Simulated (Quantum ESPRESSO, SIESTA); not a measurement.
# Birch–Murnaghan line for bcc W, SIESTA DZP, PBEsol

Calculated with SIESTA 5.4.2: PBEsol; DZP orbitals, shift 0.01 Ry, mesh 400 Ry; k-mesh 14×14×14. The volume is changed in steps from typed lattice constants. V0 = 15.676 Å³ an atom is where a Birch–Murnaghan fit to this level's pressures, the withheld one apart, crosses zero; rows within 2.5 % of V0 are left out, since F is ill-conditioned there. The typed cell is scaled evenly, with no relaxation, and each row is a single point.

| volume (Å³/atom) | pressure (GPa) |
| --- | --- |
| 14.793 | ? |
| 15.114 | 12.88 |
| 16.079 | -8.255 |
| 16.4 | -13.29 |
| 16.722 | -18.62 |
| 17.043 | -23.13 |
| 17.365 | -27.29 |

Task: Fit the third-order Birch–Murnaghan equation to the rows given and extrapolate to the withheld row.

Worked fit:

Take the Eulerian strain f = ½[(V0/V)^(2/3) − 1] and the normalised pressure F = P / [3f(1 + 2f)^(5/2)]. The third-order Birch–Murnaghan equation is then the line F = B0 + (3/2)B0(B′ − 4) f, so u = f and v = F.

```
      u = f  v = F (GPa)
  0.0123191      327.936
-0.00838988      342.147
 -0.0148259      322.154
 -0.0210744      327.988
 -0.0271071      326.956
 -0.0329712      327.200
```

With n = 6: mean u = -0.0153416, mean v = 329.064, Σ(u − ū)² = 0.0012958, Σ(u − ū)(v − v̄) = 0.12001. Slope b = 0.12001 / 0.0012958 = 92.613; intercept a = v̄ − b ū = 330.48.

So B0 = 330.5 GPa and B′ = 4 + 2b/(3a) = 4.19. At the withheld volume f = 0.01970, F = 332.3 GPa, and P = 3f(1 + 2f)^(5/2) F.

Prediction at 14.793: 21.64 GPa. The run gave 21.49 GPa, so the fit is high by 0.15 GPa (0.68 % of the value).

A fit to this level's energies over the whole scan gives V0 = 15.674 Å³, B0 = 329.4 GPa and B′ = 4.21. Among the rows given, the largest miss of the fit is at 16.079, by 0.30 GPa (0.62 % of the range of the table).

Limits: The nuclei are static. The DFT runs use Fermi–Dirac occupations of width 0.1 eV, and energies are free energies. The pressures scatter by 0.15 GPa r.m.s. about a smooth curve, which shows enlarged in F and loosens B′.

[Logs are printed without paths, hosts, clocks, repeated set-up lines and the standing remarks that a program may print on its own settings, such as how far it seeks lower states.]

[Hosts, paths, dates, database ids (printed as entryN), source tags and the programs' standing remarks are cut or masked in the printed files.]
